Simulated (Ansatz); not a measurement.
**WS2 (Tungstenite): spin-orbit coupling beyond the local functionals**

How far does spin-orbit coupling move the gap of WS2 (Tungstenite)?

Method: density functionals with and without spin-orbit coupling, plane waves, PAW, in Ansatz 0.2.0.

**1. Set-up**

It takes space group P6_3/mmc (No. 194, hexagonal). The conventional cell has a = 3.153 Å, b = 3.153 Å, c = 12.323 Å, α = 90.00°, β = 90.00°, γ = 120.00°. Nearest to W lie 6 S at 2.40 Å. S has 3 W at 2.40 Å nearest. Farther neighbours and most contacts between anions are not listed.

The cell and positions come from the Crystallography Open Database and are kept as given unless a step says otherwise. Spin-orbit coupling is left out unless a step names it. The default PAW set here is soft_2. Its files were made with PBE.

**2. HSE06, 6×6×2 mesh**

This step: DFT, HSE06, plane waves, PAW.

Input file input.yaml:

```yaml
crystal:
  lattice:
    - [3.1532, 0.0, 0.0]
    - [-1.5766, 2.7307513032, 0.0]
    - [0.0, 0.0, 12.323]
  atoms:
    - { symbol: W, position: [0.3333333333, 0.6666666667, 0.25] }
    - { symbol: W, position: [0.6666666667, 0.3333333333, 0.75] }
    - { symbol: S, position: [0.3333333333, 0.6666666667, 0.6225] }
    - { symbol: S, position: [0.6666666667, 0.3333333333, 0.1225] }
    - { symbol: S, position: [0.3333333333, 0.6666666667, 0.8775] }
    - { symbol: S, position: [0.6666666667, 0.3333333333, 0.3775] }
kpoints:
  mp_grid: { grid: [6, 6, 2] }
  band_path:
    path:
      - [0.0, 0.0, 0.0]
      - [0.5, 0.0, 0.0]
      - [0.33333333, 0.33333333, 0.0]
      - [0.0, 0.0, 0.5]
      - [0.5, 0.0, 0.5]
      - [0.33333333, 0.33333333, 0.5]
      - [0.1666666667, 0.1666666667, 0.0]
    npoints: 1
hamiltonian:
  xc: hse06
scf:
  occupations: { method: fixed }
  n_extra_bands: 6
output:
  eigenvalues: true
```

On the command line:

```console
ansatz run input.yaml --threads 2 --pin off --max-ram 92160MiB --backend cuda --events-out ev --progress --plain --runs-dir out --devices 1 --max-vram 13GiB  # rebuilt from the run's record
```

Numbers of over 12 decimals in the logs are rounded to 6 here.

The program printed:

```text
scf.n_extra_bands = 6 over 26 filled bands (N_el = 52.0): the run solves 32 bands
GPUs: using 1 of 1 available (devices: 1).
Engine: ansatz 0.2.0, x86_64-unknown-linux-gnu
Pseudopotentials: kind: paw
Pseudopotential: W, paw, valence charge 14, recommended cutoff 420 eV (normal), W.paw.azcp
Pseudopotential: S, paw, valence charge 6, recommended cutoff 420 eV (normal), S.paw.azcp
Functional definition: HSE06
  parameter a = 0.25
  parameter omega = 0.11/bohr
  exchange = pbe_x - a*pbe_x_sr(omega) + a*exact_x_sr(omega)
  correlation = pbe_c
davidson cushion auto → on  (no smearing: the cushion is to keep the highest requested band from converging to the state above it; pin scf.eigensolver.cushion to override)
device memory: the entry about to start is reckoned to put 1.1 GiB on a device that reports 62.3 GiB free (of which the cap on the GPU budget leaves the run 13.0 GiB)
GPU FFT provider: cuFFT
GPU libraries: cuBLAS 13.8.2, cuFFT 12.4.0, cuSOLVER 12.3.4
Crystal: 6 atoms, lattice volume = 106.108 Å³
Basis set: ecut = 420 eV, 2057 PW (Γ)
Bands: 32, of which v1, the nominal top of the filled ones, is band 26 counted from 1 (25 counted from 0)
Symmetry: 24 space group operations
Space group: P63/mmc (ITA 194), of the structure as read, at distance tolerance 4.7e-5 Å
k-points: 14 of 72
Non-local potential: W, projectors of the file, l = 0: 3, l = 1: 2, l = 2: 2, l = 3: 1
Non-local potential: S, projectors of the file, l = 0: 2, l = 1: 2, l = 2: 2
PAW form: soft (Blöchl's): semilocal exchange-correlation on the pseudo side does not see the compensation charge
PAW frozen core: W, regenerated for the run's functional, and the local potential with it (the file was generated under x = pbe(κ = 0.804, μ = 0.219515), c = pbe(β = 0.066725))
PAW frozen core: S, regenerated for the run's functional, and the local potential with it (the file was generated under x = pbe(κ = 0.804, μ = 0.219515), c = pbe(β = 0.066725))
PAW one-centre angular grid: W, 590 points (default); XC on 64 Gauss nodes
PAW one-centre angular grid: S, 110 points (default); XC on 64 Gauss nodes
Initial density: superposition of atomic densities (neutral atoms: chi_scale 0, normalization atom), corrected by the library's trained network
Initial wavefunctions: pseudopotential atomic-orbital guess
GPU buffer pool allocated for 51840 grid points (all kernels)
GPU transforms: local potential and band sums: pruned to the plane-wave sphere, on 24×24×90
Functional: x = pbe(κ = 0.804, μ = 0.219515), c = pbe(β = 0.066725), warm-up for x = pbe(κ = 0.804, μ = 0.219515) + 0.25 (exact − pbe) at short range (hse, ω = 0.207870 Å⁻¹), c = pbe(β = 0.066725); HSE06 as pw.x's `hse` composes it (authors' and Libxc's form: `xc: wpbeh`)
[...]
Frozen-core exchange: fock
SCF iter   1: F=—  HF=-24386.849042 eV  |F-HF|=—  |Δ(HF+E_count)|=         —  Δρ=4.94e-5  dr2=1.28e-6  ethr=1.75e-7  ⟨swp⟩=3.0  Hψ=1189  notcnv=0
preconditioner: auto → none  [insulator: Δε(μ)=1.501 eV  Ē_g=9.879 eV  n_scr=26 (ndim 8)  ℏωp=21.6 eV  f_vac=0.015]
iter 2 solved again at ethr=1.88e-10 eV; its pass at ethr=2.28e-9 eV (dr2=9.78e-8 eV) is discarded
SCF iter   2: F=—  HF=-24386.849042 eV  |F-HF|=—  |Δ(HF+E_count)|=   4.95e-7  Δρ=1.69e-5  dr2=1.67e-7  ethr=1.88e-10  ⟨swp⟩=2.1  Hψ=2308  notcnv=0
SCF iter   3: F=-24386.849043 eV  HF=-24386.849043 eV  |F-HF|=1.52e-8  |Δ(HF+E_count)|=   7.67e-7  Δρ=5.38e-6  dr2=2.66e-8  ethr=1.88e-10  ⟨swp⟩=4.2  Hψ=1355  notcnv=0
SCF 3 converged in 3 iterations: F = -24386.849043 eV  dr2 = 2.66e-8
[...]
hybrid outer 2: dexx = +1.140e-6 eV, tail = 6.33e-8 eV, Δε = 1.01e-3 eV (about 5.58e-5 eV left of the loop's levels)
device memory: the entry about to start is reckoned to put 0.6 GiB on a device that reports 65.8 GiB free (of which the cap on the GPU budget leaves the run 13.0 GiB)
NSCF: frozen V_eff on 7 k-points
hybrid SCF converged: 2 outer / 10 inner (+5 warm-up), last move |dexx| = 1.14e-6 eV, tail = 6.33e-8 eV
Stability not checked: this state was not tested for a lower state beside it, because the functional holds exact exchange (a hybrid, or Hartree-Fock), whose exchange loop this test does not read (fock_operator; see scf.lower_state_search)
Free energy (F): -24386.849043 eV
Frozen-core exchange: fock
Harris-Foulkes:  -24386.849043 eV  (|F-HF|=1.52e-8)
Internal energy: -24386.849043 eV  (E = F + TS)
E sigma→0 (E₀):  -24386.849043 eV
Fermi energy:    11.446487 eV
--- Per-component energies (eV) ---
  E_band       = -459.017785
  E_kinetic    = 1330.005354
  E_local      = -3477.816804  (includes V_loc(G=0)·N_el)
  E_nonlocal   = 115.954667
  E_hartree    = 1378.746904
  E_xc         = -738.446695
  E_vxc        = -662.593497  (∫ρ·V_xc dr)
  E_exx        = -126.766101  (= α·E_x^exact, valence–valence)
  E_paw        = -19587.542233  (= ΣΔE_a)
  E_vpaw       = -268.533915  (= ΣTr[D̂ρ^β])
  E_aug_tail   = -0.000122  (compensation charges beyond the density's cutoff)
  E_ewald      = -3274.764942
  E_core_change = -6.219070  (= ΣΔE_core)
  E_smearing   = -0.000000  (= −TS)
  E_closure    = -0.000000  (closes the sum)
  Σ components = -24386.849043   (vs F -24386.849043, Δ=0.00e0)
--- Band table (eV; the first three rows and the last of 14) ---
  k-point 0: bands = [... 22 lower, 9.0040, 9.6272, 10.1106, 11.4465, 14.4546, 14.4546, 14.4593, 14.4593, ... 2 higher]
  k-point 1: bands = [... 22 lower, 8.9730, 8.9730, 11.0778, 11.0778, 14.4405, 14.4405, 14.4405, 14.4405, ... 2 higher]
  k-point 2: bands = [... 22 lower, 8.7854, 9.6873, 10.0426, 10.5167, 13.6049, 14.0641, 14.3119, 14.3216, ... 2 higher]
  k-point 13: bands = [... 22 lower, 7.8677, 7.8677, 10.7592, 10.7592, 13.2163, 13.2163, 14.7602, 14.7602, ... 2 higher]
```

The job ended after 15 s (1 × NVIDIA H100 80GB HBM3 (shared by 6 runs) with 2 threads of AMD EPYC 7R13 (Zen 3), shared host; peak memory 1.3 GiB).

Reading the cycles: dr2 is the Hartree energy of the density residual (eV), the measure of convergence; HF is the Harris–Foulkes estimate of the energy, which meets the free energy F at convergence.

This step gave:

* gap: 1.501 eV
* valence top at: Γ
* conduction bottom at: k = (0.167, 0.167, 0.000)
* least direct gap: 2.335 eV
* exact-exchange fraction: 0.25

The gap is indirect, with the least direct gap 0.83 eV higher.

**3. HSE06+SOC, 6×6×2 mesh**

The many-body steps leave out spin-orbit coupling, so its effect is taken from a two-component run, with twice the bands.

This step: DFT, HSE06 with spin-orbit coupling, plane waves, PAW.

input.yaml, as its differences from that of step 2:

```diff
@@ -27,5 +27,12 @@
 scf:
-  occupations: { method: fixed }
-  n_extra_bands: 6
+  occupations: { method: fermi_dirac, width: 0.02 }
+  n_extra_bands: 12
+magnetization:
+  noncollinear: true
+  spin_orbit: true
 output:
   eigenvalues: true
+  write_density: true
+  write_potential: true
+  elf: true
+  volumetric_format: npy
```

The program printed:

```text
[...]
GPUs: using 1 of 1 available (devices: 1).
[...]
non-collinear run that drives no moment, with spin-orbit: no starting moment large enough to seed its density (crystal.atoms[].spin), no starting occupations that ask for one, no magnetisation constraint and no magnetic field, so the semilocal B_xc is pinned to zero
[...]
GPU FFT provider: cuFFT
GPU libraries: cuBLAS 13.8.2, cuFFT 12.4.0, cuSOLVER 12.3.4
Crystal: 6 atoms, lattice volume = 106.108 Å³
Basis set: ecut = 420 eV, 2057 PW (Γ)
Bands: 64, of which v1, the nominal top of the filled ones, is band 52 counted from 1 (51 counted from 0)
Symmetry: 24 space group operations + 24 with time reversal
[...]
k-points: 14 of 72
Projection manifold: j_resolved (fully-relativistic pseudo-atomic orbitals)
[...]
GPU buffer pool allocated for 51840 grid points (all kernels)
[...]
SCF iter   1: F=—  HF=-24432.723868 eV  |F-HF|=—  |Δ(HF+E_count)|=         —  Δρ=4.23e-2  dr2=2.85e0  dr2_m=0.00e0 (ungated)  ethr=1.00e-1  |M|=0.00e0 ∫|m|=0.00e0 μB  |m|>n=0.0e0 m-floor=0.0e0 τ_xc=0.0e0  β_m=0.30  ⟨swp⟩=3.6  Hψ=3270  notcnv=0
[...]
SCF iter   6: F=-24431.941328 eV  HF=-24431.941351 eV  |F-HF|=2.30e-5  |Δ(HF+E_count)|=   1.01e-4  Δρ=2.69e-4  dr2=5.53e-5  dr2_m=0.00e0 (ungated)  ethr=6.29e-7  |M|=0.00e0 ∫|m|=0.00e0 μB  |m|>n=0.0e0 m-floor=0.0e0 τ_xc=0.0e0  ⟨swp⟩=4.6  Hψ=2433  notcnv=0  defer=2
SCF 1 stopped early in 6 iterations: F = -24431.941328 eV  dr2 = 5.53e-5
[...]
GPU FFT provider: cuFFT
GPU libraries: cuBLAS 13.8.2, cuFFT 12.4.0, cuSOLVER 12.3.4
Projection manifold: j_resolved (fully-relativistic pseudo-atomic orbitals)
[...]
GPU buffer pool allocated for 51840 grid points (all kernels)
[...]
Frozen-core exchange: fock
SCF iter   1: F=—  HF=-24398.816177 eV  |F-HF|=—  |Δ(HF+E_count)|=         —  Δρ=6.91e-3  dr2=8.68e-2  dr2_m=0.00e0 (ungated)  ethr=1.06e-6  |M|=0.00e0 ∫|m|=0.00e0 μB  |m|>n=0.0e0 m-floor=0.0e0 τ_xc=0.0e0  β_m=0.30  ⟨swp⟩=7.2  Hψ=4555  notcnv=0
[...]
SCF iter   6: F=-24398.804346 eV  HF=-24398.804351 eV  |F-HF|=4.56e-6  |Δ(HF+E_count)|=   7.62e-6  Δρ=4.48e-5  dr2=5.68e-6  dr2_m=0.00e0 (ungated)  ethr=3.45e-8  |M|=0.00e0 ∫|m|=0.00e0 μB  |m|>n=0.0e0 m-floor=0.0e0 τ_xc=0.0e0  ⟨swp⟩=3.0  Hψ=2098  notcnv=0
SCF 2 stopped early in 6 iterations: F = -24398.804346 eV  dr2 = 5.68e-6
hybrid outer 1: dexx = +1.585e-2 eV, tail = 3.28e-5 eV
GPU FFT provider: cuFFT
GPU libraries: cuBLAS 13.8.2, cuFFT 12.4.0, cuSOLVER 12.3.4
Projection manifold: j_resolved (fully-relativistic pseudo-atomic orbitals)
GPU buffer pool allocated for 51840 grid points (all kernels)
[...]
Frozen-core exchange: fock
SCF iter   1: F=—  HF=-24398.804331 eV  |F-HF|=—  |Δ(HF+E_count)|=         —  Δρ=6.87e-5  dr2=7.77e-6  dr2_m=0.00e0 (ungated)  ethr=3.16e-7  |M|=0.00e0 ∫|m|=0.00e0 μB  |m|>n=0.0e0 m-floor=0.0e0 τ_xc=0.0e0  β_m=0.30  ⟨swp⟩=4.6  Hψ=2170  notcnv=0
[...]
SCF iter   4: F=-24398.804330 eV  HF=-24398.804330 eV  |F-HF|=5.87e-8  |Δ(HF+E_count)|=   1.14e-7  Δρ=4.66e-6  dr2=6.95e-8  dr2_m=0.00e0 (ungated)  ethr=1.14e-9  |M|=0.00e0 ∫|m|=0.00e0 μB  |m|>n=0.0e0 m-floor=0.0e0 τ_xc=0.0e0  ⟨swp⟩=2.9  Hψ=1690  notcnv=0
SCF 3 converged in 4 iterations: F = -24398.804330 eV  dr2 = 6.95e-8
[...]
NSCF: frozen V_eff on 7 k-points
[...]
Magnetization: |M| = 0.0000 μB,  M = (+0.0000, +0.0000, +0.0000) μB
Absolute magnetization: 0.0000 μB (∫|m|)
  site 0: m = (+0.0000, +0.0000, +0.0000) μB, |m| = 0.0000 μB  (R = 0.99 Å)
  site 1: m = (+0.0000, +0.0000, +0.0000) μB, |m| = 0.0000 μB  (R = 0.99 Å)
  site 2: m = (+0.0000, +0.0000, +0.0000) μB, |m| = 0.0000 μB  (R = 0.99 Å)
  site 3: m = (+0.0000, +0.0000, +0.0000) μB, |m| = 0.0000 μB  (R = 0.99 Å)
  site 4: m = (+0.0000, +0.0000, +0.0000) μB, |m| = 0.0000 μB  (R = 0.99 Å)
  site 5: m = (+0.0000, +0.0000, +0.0000) μB, |m| = 0.0000 μB  (R = 0.99 Å)
Free energy (F): -24398.804330 eV
Frozen-core exchange: fock
[...]
Internal energy: -24398.804330 eV  (E = F + TS)
E sigma→0 (E₀):  -24398.804330 eV
Fermi energy:    12.179669 eV
[...]
--- Band table (eV; the first three rows and the last of 14) ---
  k-point 0: bands = [... 48 lower, 10.1637, 10.1637, 11.4739, 11.4739, 14.2893, 14.2893, 14.3617, 14.3617, ... 8 higher]
  k-point 1: bands = [... 48 lower, 11.1049, 11.1049, 11.1049, 11.1049, 14.3609, 14.3609, 14.3609, 14.3609, ... 8 higher]
  k-point 2: bands = [... 48 lower, 10.0726, 10.0726, 10.5408, 10.5408, 13.5665, 13.5665, 14.0297, 14.0297, ... 8 higher]
  k-point 13: bands = [... 48 lower, 10.5261, 10.5261, 11.0174, 11.0174, 13.1895, 13.1895, 13.1993, 13.1993, ... 8 higher]
```

It took 66 s on 1 × NVIDIA H100 80GB HBM3 (shared by 6 runs) with 2 threads; peak memory 2.1 GiB; 1.9 min of CPU time.

This step gave:

```
gap                     : 1.447 eV
valence top at          : Γ
conduction bottom at    : k = (0.167, 0.167, 0.000)
least direct gap        : 2.126 eV
exact-exchange fraction : 0.25
```

The gap stands −0.05 eV against HSE06.

**4. Together**

Times are wall times on 1 × NVIDIA H100 80GB HBM3 (shared by 6 runs) with 2 threads of AMD EPYC 7R13 (Zen 3), shared host, good to a factor of about two.

```
level  gap (eV)  with coupling (eV)  change (eV)  time  with coupling
HSE06      1.50                1.45        −0.05  15 s           66 s
```

**5. What came out**

| Quantity | Value |
| --- | --- |
| HSE06 | 1.50 eV |
| HSE06+SOC | 1.45 eV |

Spin-orbit coupling changes the gap by −0.05 eV and the least direct gap by −0.21 eV.

[Paths, hosts, dates, memory and timing lines, banners, echoed tables and standing remarks are left out of the program output.]

[Logs are printed without paths, hosts, clocks, repeated set-up lines and the standing remarks that a program may print on its own settings, such as how far it seeks lower states.]

[Runs of the session that timed out or met a known fault of the program may be left out.]

[Cells called generated may have been cut or substituted from an entry of the Crystallography Open Database or the Materials Project.]

[Hosts, paths, dates, database ids (printed as entryN), source tags and the programs' standing remarks are cut or masked in the printed files.]
